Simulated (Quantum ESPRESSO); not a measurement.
## Collinear magnetic orders of MnPt3 with Quantum ESPRESSO

Aim: find out which collinear order of MnPt3 costs least.

Method: PBEsol; plane waves with GBRV 1.5 PBEsol potentials, no spin-orbit coupling, in Quantum ESPRESSO 7.5.

## (1) The starting structure

It takes space group Pm-3m (No. 221, cubic). Conventional cell: a = 3.900 Å, b = 3.900 Å, c = 3.900 Å, α = 90.00°, β = 90.00°, γ = 90.00°. Nearest to Mn lie 12 Pt at 2.76 Å. Pt has 4 Mn at 2.76 Å and 8 Pt at 2.76 Å nearest. Farther neighbours are not listed.

The cell comes from the Crystallography Open Database.

## (2) Run 1 (ferro +)

The signs are those of the starting moments on the seeded atoms, the atoms that are given a moment.

The input, pw.in:

```
&CONTROL
  calculation = 'scf'
  prefix = 'pwscf'
  outdir = './tmp'
  pseudo_dir = './pseudo'
  disk_io = 'nowf'
/
&SYSTEM
  ibrav = 0
  celldm(1) = 8
  nat = 4
  ntyp = 2
  ecutwfc = 40
  ecutrho = 280
  nbnd = 43
  occupations = 'smearing'
  smearing = 'fd'
  degauss = 0.00367493
  nspin = 2
  starting_magnetization(1) = 0.2333
  starting_magnetization(2) = 0
/
&ELECTRONS
  conv_thr = 8d-09
  electron_maxstep = 150
  mixing_beta = 0.3
/
ATOMIC_SPECIES
Mn     54.9380 mn_pbesol_v1.5.uspp.F.UPF
Pt    195.0840 pt_pbesol_v1.4.uspp.F.UPF
CELL_PARAMETERS alat
   0.9212414857551    0.0000000000000    0.0000000000000
   0.0000000000000    0.9212414857551    0.0000000000000
   0.0000000000000    0.0000000000000    0.9212414857551
ATOMIC_POSITIONS crystal
Mn      0.0000000000    0.0000000000    0.0000000000
Pt      0.0000000000    0.5000000000    0.5000000000
Pt      0.5000000000    0.0000000000    0.5000000000
Pt      0.5000000000    0.5000000000    0.0000000000
K_POINTS automatic
12 12 12 0 0 0
```

Command:

```console
$ OMP_NUM_THREADS=1 mpirun -n 4 pw.x -nk 4 -in pw.in > pw.out
```

The program printed:

```text
Program PWSCF v.7.5 starts

     Message from routine setup:
     using ibrav=0 with symmetry is DISCOURAGED, use correct ibrav instead

     K-points division:     npool     =       4
     Subspace diagonalization in iterative solution of the eigenvalue problem:

     G-vector sticks info
     --------------------
     sticks:   dense  smooth     PW     G-vecs:    dense   smooth      PW
     Sum        1201     681    221                31559    13613    2373

     Using Slab Decomposition

     bravais-lattice index     =            0
     lattice parameter (alat)  =       8.0000  a.u.
     unit-cell volume          =     400.3045 (a.u.)^3
     number of atoms/cell      =            4
     number of atomic types    =            2
     number of electrons       =        63.00
     number of Kohn-Sham states=           43
     kinetic-energy cutoff     =      40.0000  Ry
     charge density cutoff     =     280.0000  Ry
     scf convergence threshold =      8.0E-09
     mixing beta               =       0.3000
     number of iterations used =            8  plain     mixing
     Exchange-correlation= SLA  PW   PSX  PSC
                           (   1   4  10   8   0   0   0)

     celldm(1)=   8.000000  celldm(2)=   0.000000  celldm(3)=   0.000000
     celldm(4)=   0.000000  celldm(5)=   0.000000  celldm(6)=   0.000000

     crystal axes: (cart. coord. in units of alat)
               a(1) = (   0.921241   0.000000   0.000000 )
               a(2) = (   0.000000   0.921241   0.000000 )
               a(3) = (   0.000000   0.000000   0.921241 )

     reciprocal axes: (cart. coord. in units 2 pi/alat)
               b(1) = (  1.085492  0.000000  0.000000 )
               b(2) = (  0.000000  1.085492  0.000000 )
               b(3) = (  0.000000  0.000000  1.085492 )

     PseudoPot. # 1 for Mn read from file:
     mn_pbesol_v1.5.uspp.F.UPF
     Pseudo is Ultrasoft + core correction, Zval = 15.0
     Generated by new atomic code, or converted to UPF format
     Using radial grid of  859 points,  6 beta functions with:
                l(1) =   0
                l(2) =   0
                l(3) =   1
                l(4) =   1
                l(5) =   2
                l(6) =   2
     Q(r) pseudized with  8 coefficients,  rinner =    0.950   0.950   0.950
                                                       0.950   0.950

     PseudoPot. # 2 for Pt read from file:
     pt_pbesol_v1.4.uspp.F.UPF
     Pseudo is Ultrasoft + core correction, Zval = 16.0
     Generated by new atomic code, or converted to UPF format
     Using radial grid of  985 points,  6 beta functions with:
                l(1) =   0
                l(2) =   0
                l(3) =   1
                l(4) =   1
                l(5) =   2
                l(6) =   2
     Q(r) pseudized with  8 coefficients,  rinner =    1.300   1.300   1.300
                                                       1.300   1.300

     atomic species   valence    mass     pseudopotential
     Mn               15.00    54.93800     Mn( 1.00)
     Pt               16.00   195.08400     Pt( 1.00)

     Starting magnetic structure
     atomic species   magnetization
     Mn              0.233
     Pt              0.000

     48 Sym. Ops., with inversion, found

   Cartesian axes

     site n.     atom                  positions (alat units)
         1        Mn     tau(   1) = (   0.0000000   0.0000000   0.0000000  )
         2        Pt     tau(   2) = (   0.0000000   0.4606207   0.4606207  )
         3        Pt     tau(   3) = (   0.4606207   0.0000000   0.4606207  )
         4        Pt     tau(   4) = (   0.4606207   0.4606207   0.0000000  )

     number of k points=    84  Fermi-Dirac smearing, width (Ry)=  0.0037
                       cart. coord. in units 2pi/alat
        k(    1) = (   0.0000000   0.0000000   0.0000000), wk =   0.0005787
        k(    2) = (   0.0000000   0.0000000   0.0904576), wk =   0.0034722
        k(    3) = (   0.0000000   0.0000000   0.1809153), wk =   0.0034722
        k(    4) = (   0.0000000   0.0000000   0.2713729), wk =   0.0034722
        k(    5) = (   0.0000000   0.0000000   0.3618306), wk =   0.0034722
        [... 79 further k-points ...]

     Dense  grid:    31559 G-vectors     FFT dimensions: (  40,  40,  40)

     Smooth grid:    13613 G-vectors     FFT dimensions: (  30,  30,  30)

     Check: negative core charge=   -0.000018
     Generating pointlists ...
     new r_m :   0.2687 (alat units)  2.1497 (a.u.) for type    1
     new r_m :   0.2687 (alat units)  2.1497 (a.u.) for type    2

     Initial potential from superposition of free atoms

     starting charge      60.9999, renormalised to      63.0000

     negative rho (up, down):  2.713E-01 2.716E-01
     Starting wfcs are   49 randomized atomic wfcs

     Self-consistent Calculation

     iteration #  1     ecut=    40.00 Ry     beta= 0.30
     Davidson diagonalization with overlap
     ethr =  1.00E-02,  avg # of iterations =  3.2

     negative rho (up, down):  2.580E-01 2.566E-01

     total energy              =    -842.18512162 Ry
     estimated scf accuracy    <       4.51000612 Ry

     total magnetization       =     3.37 Bohr mag/cell
     absolute magnetization    =     3.42 Bohr mag/cell

     iteration #  2     ecut=    40.00 Ry     beta= 0.30
     Davidson diagonalization with overlap
     ethr =  7.16E-03,  avg # of iterations =  2.0

     negative rho (up, down):  2.576E-01 2.561E-01

     total energy              =    -841.86002981 Ry
     estimated scf accuracy    <       7.86231750 Ry

     total magnetization       =     1.93 Bohr mag/cell
     absolute magnetization    =     1.96 Bohr mag/cell

     iteration #  3     ecut=    40.00 Ry     beta= 0.30
     Davidson diagonalization with overlap
     ethr =  7.16E-03,  avg # of iterations =  2.0

     negative rho (up, down):  2.525E-01 2.496E-01

     total energy              =    -842.54832629 Ry
     estimated scf accuracy    <       2.85448003 Ry

     total magnetization       =     3.06 Bohr mag/cell
     absolute magnetization    =     3.16 Bohr mag/cell

     [... further iterations left out ...]

     iteration # 12     ecut=    40.00 Ry     beta= 0.30
     Davidson diagonalization with overlap
     ethr =  4.84E-09,  avg # of iterations =  1.6

     negative rho (up, down):  2.501E-01 2.449E-01

     total energy              =    -842.83115201 Ry
     estimated scf accuracy    <       0.00000007 Ry

     total magnetization       =     4.21 Bohr mag/cell
     absolute magnetization    =     4.43 Bohr mag/cell

     iteration # 13     ecut=    40.00 Ry     beta= 0.30
     Davidson diagonalization with overlap
     ethr =  1.05E-10,  avg # of iterations =  3.5

     negative rho (up, down):  2.501E-01 2.449E-01

     total energy              =    -842.83115204 Ry
     estimated scf accuracy    <          9.6E-09 Ry

     total magnetization       =     4.21 Bohr mag/cell
     absolute magnetization    =     4.43 Bohr mag/cell

     iteration # 14     ecut=    40.00 Ry     beta= 0.30
     Davidson diagonalization with overlap
     ethr =  1.53E-11,  avg # of iterations =  2.1

     negative rho (up, down):  2.501E-01 2.449E-01

     total energy              =    -842.83115205 Ry
     estimated scf accuracy    <       0.00000002 Ry

     total magnetization       =     4.21 Bohr mag/cell
     absolute magnetization    =     4.43 Bohr mag/cell

     iteration # 15     ecut=    40.00 Ry     beta= 0.30
     Davidson diagonalization with overlap
     ethr =  1.53E-11,  avg # of iterations =  2.1

     negative rho (up, down):  2.501E-01 2.449E-01

     Magnetic moment per site  (integrated on atomic sphere of radius R)
     atom   1 (R=0.269)  charge= 13.6803  magn=  3.7514
     atom   2 (R=0.269)  charge= 14.0272  magn=  0.1449
     atom   3 (R=0.269)  charge= 14.0272  magn=  0.1449
     atom   4 (R=0.269)  charge= 14.0272  magn=  0.1449

     End of self-consistent calculation

     Number of k-points >= 100: set verbosity='high' to print the bands.

     the Fermi energy is    20.6156 ev

!    total energy              =    -842.83115207 Ry
     estimated scf accuracy    <          4.7E-10 Ry
     smearing contrib. (-TS)   =      -0.00184888 Ry
     internal energy E=F+TS    =    -842.82930318 Ry

     The total energy is F=E-TS. E is the sum of the following terms:
     one-electron contribution =    -158.20989517 Ry
     hartree contribution      =     129.33187681 Ry
     xc contribution           =    -196.43940745 Ry
     ewald contribution        =    -617.51187737 Ry

     total magnetization       =     4.21 Bohr mag/cell
     absolute magnetization    =     4.43 Bohr mag/cell

     convergence has been achieved in  15 iterations

=------------------------------------------------------------------------------=
   JOB DONE.
=------------------------------------------------------------------------------=
```

Wall time 57 s (4 MPI ranks of Intel Xeon at 2.70GHz, shared host); peak memory 0.57 GiB; 3.7 min of CPU time.

Spin moment in the atom's sphere by atom:

```csv
atom,spin moment in the atom's sphere (μB)
Mn1,3.75
Pt2,0.14
Pt3,0.14
Pt4,0.14
```

Read from the output:

```yaml
smearing_term_ts: 0.02516 eV
magnetization: 4.207 μB
absolute_magnetization: 4.433 μB
final_state: ferromagnetic
```

## (3) Run 2, typed as antiferro q=(1/2,1/2,1/2) +−

The cell is doubled to 8 atoms to hold this order. The wavevector q is in fractions of the reciprocal vectors of the crystal's primitive cell, as the cells of these inputs are built from it; moments change sign between cells as cos(2π q·R).

The input, pw.in:

```
&CONTROL
  calculation = 'scf'
  prefix = 'pwscf'
  outdir = './tmp'
  pseudo_dir = './pseudo'
  disk_io = 'nowf'
/
&SYSTEM
  ibrav = 0
  celldm(1) = 8
  nat = 8
  ntyp = 3
  ecutwfc = 40
  ecutrho = 280
  nbnd = 78
  occupations = 'smearing'
  smearing = 'fd'
  degauss = 0.00367493
  nspin = 2
  starting_magnetization(1) = 0.2333
  starting_magnetization(2) = -0.2333
  starting_magnetization(3) = 0
/
&ELECTRONS
  conv_thr = 1.6d-08
  electron_maxstep = 150
  mixing_beta = 0.3
/
ATOMIC_SPECIES
Mn1    54.9380 mn_pbesol_v1.5.uspp.F.UPF
Mn2    54.9380 mn_pbesol_v1.5.uspp.F.UPF
Pt    195.0840 pt_pbesol_v1.4.uspp.F.UPF
CELL_PARAMETERS alat
   1.8424829715101    0.0000000000000    0.0000000000000
   0.9212414857551    0.9212414857551    0.0000000000000
   0.9212414857551    0.0000000000000    0.9212414857551
ATOMIC_POSITIONS crystal
Mn1     0.0000000000    0.0000000000    0.0000000000
Mn2     0.5000000000    0.0000000000    0.0000000000
Pt      0.5000000000    0.5000000000    0.5000000000
Pt      0.0000000000    0.5000000000    0.5000000000
Pt      0.0000000000    0.0000000000    0.5000000000
Pt      0.5000000000    0.0000000000    0.5000000000
Pt      0.0000000000    0.5000000000    0.0000000000
Pt      0.5000000000    0.5000000000    0.0000000000
K_POINTS automatic
6 12 12 0 0 0
```

The program printed:

```text
[banner, memory and clock lines left out]
Program PWSCF v.7.5 starts

     Message from routine setup:
     using ibrav=0 with symmetry is DISCOURAGED, use correct ibrav instead

     bravais-lattice index     =            0
     lattice parameter (alat)  =       8.0000  a.u.
     unit-cell volume          =     800.6089 (a.u.)^3
     number of atoms/cell      =            8
     number of atomic types    =            3
     number of electrons       =       126.00
     number of Kohn-Sham states=           78
     kinetic-energy cutoff     =      40.0000  Ry
     charge density cutoff     =     280.0000  Ry
     scf convergence threshold =      1.6E-08
     mixing beta               =       0.3000
     number of iterations used =            8  plain     mixing
     Exchange-correlation= SLA  PW   PSX  PSC
                           (   1   4  10   8   0   0   0)

     celldm(1)=   8.000000  celldm(2)=   0.000000  celldm(3)=   0.000000
     celldm(4)=   0.000000  celldm(5)=   0.000000  celldm(6)=   0.000000

     crystal axes: (cart. coord. in units of alat)
               a(1) = (   1.842483   0.000000   0.000000 )
               a(2) = (   0.921241   0.921241   0.000000 )
               a(3) = (   0.921241   0.000000   0.921241 )

     reciprocal axes: (cart. coord. in units 2 pi/alat)
               b(1) = (  0.542746 -0.542746 -0.542746 )
               b(2) = (  0.000000  1.085492  0.000000 )
               b(3) = (  0.000000  0.000000  1.085492 )

     PseudoPot. # 1 for Mn read from file:
     mn_pbesol_v1.5.uspp.F.UPF
     Pseudo is Ultrasoft + core correction, Zval = 15.0

     PseudoPot. # 2 for Mn read from file:
     mn_pbesol_v1.5.uspp.F.UPF
     Pseudo is Ultrasoft + core correction, Zval = 15.0

     PseudoPot. # 3 for Pt read from file:
     pt_pbesol_v1.4.uspp.F.UPF
     Pseudo is Ultrasoft + core correction, Zval = 16.0

     atomic species   valence    mass     pseudopotential
     Mn1              15.00    54.93800     Mn( 1.00)
     Mn2              15.00    54.93800     Mn( 1.00)
     Pt               16.00   195.08400     Pt( 1.00)

     Starting magnetic structure
     atomic species   magnetization
     Mn1             0.233
     Mn2            -0.233
     Pt              0.000

     48 Sym. Ops., with inversion, found

   Cartesian axes

     site n.     atom                  positions (alat units)
         1        Mn1    tau(   1) = (   0.0000000   0.0000000   0.0000000  )
         2        Mn2    tau(   2) = (   0.9212415   0.0000000   0.0000000  )
         3        Pt     tau(   3) = (   1.8424830   0.4606207   0.4606207  )
         4        Pt     tau(   4) = (   0.9212415   0.4606207   0.4606207  )
         5        Pt     tau(   5) = (   0.4606207   0.0000000   0.4606207  )
         6        Pt     tau(   6) = (   1.3818622   0.0000000   0.4606207  )
         7        Pt     tau(   7) = (   0.4606207   0.4606207   0.0000000  )
         8        Pt     tau(   8) = (   1.3818622   0.4606207   0.0000000  )

     number of k points=    44  Fermi-Dirac smearing, width (Ry)=  0.0037
                       cart. coord. in units 2pi/alat
        k(    1) = (   0.0000000   0.0000000   0.0000000), wk =   0.0011574
        k(    2) = (   0.0000000   0.0000000   0.0904576), wk =   0.0069444
        k(    3) = (   0.0000000   0.0000000   0.1809153), wk =   0.0069444
        k(    4) = (   0.0000000   0.0000000   0.2713729), wk =   0.0069444
        k(    5) = (   0.0000000   0.0000000   0.3618306), wk =   0.0069444
        [... 39 further k-points ...]

     Dense  grid:    63375 G-vectors     FFT dimensions: (  80,  60,  60)

     Smooth grid:    27317 G-vectors     FFT dimensions: (  60,  45,  45)

     Check: negative core charge=   -0.000018
     Generating pointlists ...
     new r_m :   0.2687 (alat units)  2.1497 (a.u.) for type    1
     new r_m :   0.2687 (alat units)  2.1497 (a.u.) for type    2
     new r_m :   0.2687 (alat units)  2.1497 (a.u.) for type    3

     Initial potential from superposition of free atoms

     starting charge     121.9998, renormalised to     126.0000

     negative rho (up, down):  5.666E-01 5.666E-01
     Starting wfcs are   98 randomized atomic wfcs

     Self-consistent Calculation

     iteration #  1     ecut=    40.00 Ry     beta= 0.30
     Davidson diagonalization with overlap
     ethr =  1.00E-02,  avg # of iterations =  2.0

     negative rho (up, down):  5.384E-01 5.384E-01

     total energy              =   -1684.39184485 Ry
     estimated scf accuracy    <       8.94917147 Ry

     total magnetization       =     0.00 Bohr mag/cell
     absolute magnetization    =     6.19 Bohr mag/cell

     iteration #  2     ecut=    40.00 Ry     beta= 0.30
     Davidson diagonalization with overlap
     ethr =  7.10E-03,  avg # of iterations =  2.0

     negative rho (up, down):  5.374E-01 5.374E-01

     total energy              =   -1683.75073499 Ry
     estimated scf accuracy    <      15.97655908 Ry

     total magnetization       =    -0.00 Bohr mag/cell
     absolute magnetization    =     3.39 Bohr mag/cell

     [... further iterations left out ...]

     iteration # 15     ecut=    40.00 Ry     beta= 0.30
     Davidson diagonalization with overlap
     ethr =  4.02E-10,  avg # of iterations =  2.1

     negative rho (up, down):  5.199E-01 5.199E-01

     total energy              =   -1685.63386685 Ry
     estimated scf accuracy    <       0.00000008 Ry

     total magnetization       =    -0.00 Bohr mag/cell
     absolute magnetization    =     7.99 Bohr mag/cell

     iteration # 16     ecut=    40.00 Ry     beta= 0.30
     Davidson diagonalization with overlap
     ethr =  6.05E-11,  avg # of iterations =  2.0

     negative rho (up, down):  5.199E-01 5.199E-01

     Magnetic moment per site  (integrated on atomic sphere of radius R)
     atom   1 (R=0.269)  charge= 13.6740  magn=  3.7131
     atom   2 (R=0.269)  charge= 13.6741  magn= -3.7134
     atom   3 (R=0.269)  charge= 14.0294  magn=  0.0000
     atom   4 (R=0.269)  charge= 14.0294  magn=  0.0000
     atom   5 (R=0.269)  charge= 14.0294  magn=  0.0000
     atom   6 (R=0.269)  charge= 14.0294  magn=  0.0000
     atom   7 (R=0.269)  charge= 14.0294  magn=  0.0000
     atom   8 (R=0.269)  charge= 14.0294  magn=  0.0000

     End of self-consistent calculation

     [... lines left out ...]
     the Fermi energy is    20.6489 ev

!    total energy              =   -1685.63386686 Ry
     estimated scf accuracy    <       0.00000002 Ry
     smearing contrib. (-TS)   =      -0.00609913 Ry
     internal energy E=F+TS    =   -1685.62776773 Ry

     The total energy is F=E-TS. E is the sum of the following terms:
     one-electron contribution =    -316.34109657 Ry
     hartree contribution      =     258.59551265 Ry
     xc contribution           =    -392.85842907 Ry
     ewald contribution        =   -1235.02375474 Ry

     total magnetization       =    -0.00 Bohr mag/cell
     absolute magnetization    =     7.99 Bohr mag/cell

     convergence has been achieved in  16 iterations
```

It took 4 min on 4 MPI ranks; peak memory 1 GiB; 16 min of CPU time.

Spin moment in the atom's sphere by atom:

```csv
atom,spin moment in the atom's sphere (μB)
Mn1,3.71
Mn2,-3.71
Pt3,0.00
Pt4,0.00
Pt5,0.00
Pt6,0.00
Pt7,0.00
Pt8,0.00
```

This step gave:

- smearing term TS: 0.08298 eV
- magnetization: 0 μB
- absolute magnetization: 7.992 μB
- final state: antiferromagnetic

## (4) Energies of the orders

An order is kept where moments of 0.15 μB or more survive with the typed signs; meshes match where a doubled cell samples the same k points as the first cell.

Orders:

```csv
start,final state,typed order kept,energy over the lowest (meV a seeded atom),largest site moment (μB),net moment (μB a cell of the first run),mesh matched,CPU time (s)
ferro +,ferromagnetic,yes,0,3.751,4.207,yes,224.3
"antiferro q=(1/2,1/2,1/2) +-",antiferromagnetic,yes,193.5,3.713,0,yes,961.6
```

## (5) Summary of results

- lowest state found: ferromagnetic (from ferro +)
- largest site moment: 3.75 μB
- next state with moments: antiferromagnetic, 193 meV a seeded atom higher

What this shows: This is the lowest of 2 collinear or spinless starts, no proof of the ground state.

[Logs and program files are shortened in this print: banners, set-up blocks, solver, clock and traceback lines can be left out without a mark of their own.]

[Logs are printed without paths, hosts, clocks, repeated set-up lines and the standing remarks that a program may print on its own settings, such as how far it seeks lower states.]

[Hosts, paths, dates, database ids (printed as entryN), source tags and the programs' standing remarks are cut or masked in the printed files.]

[Where a cell is said to come from a database of computed structures, the database is the Materials Project.]
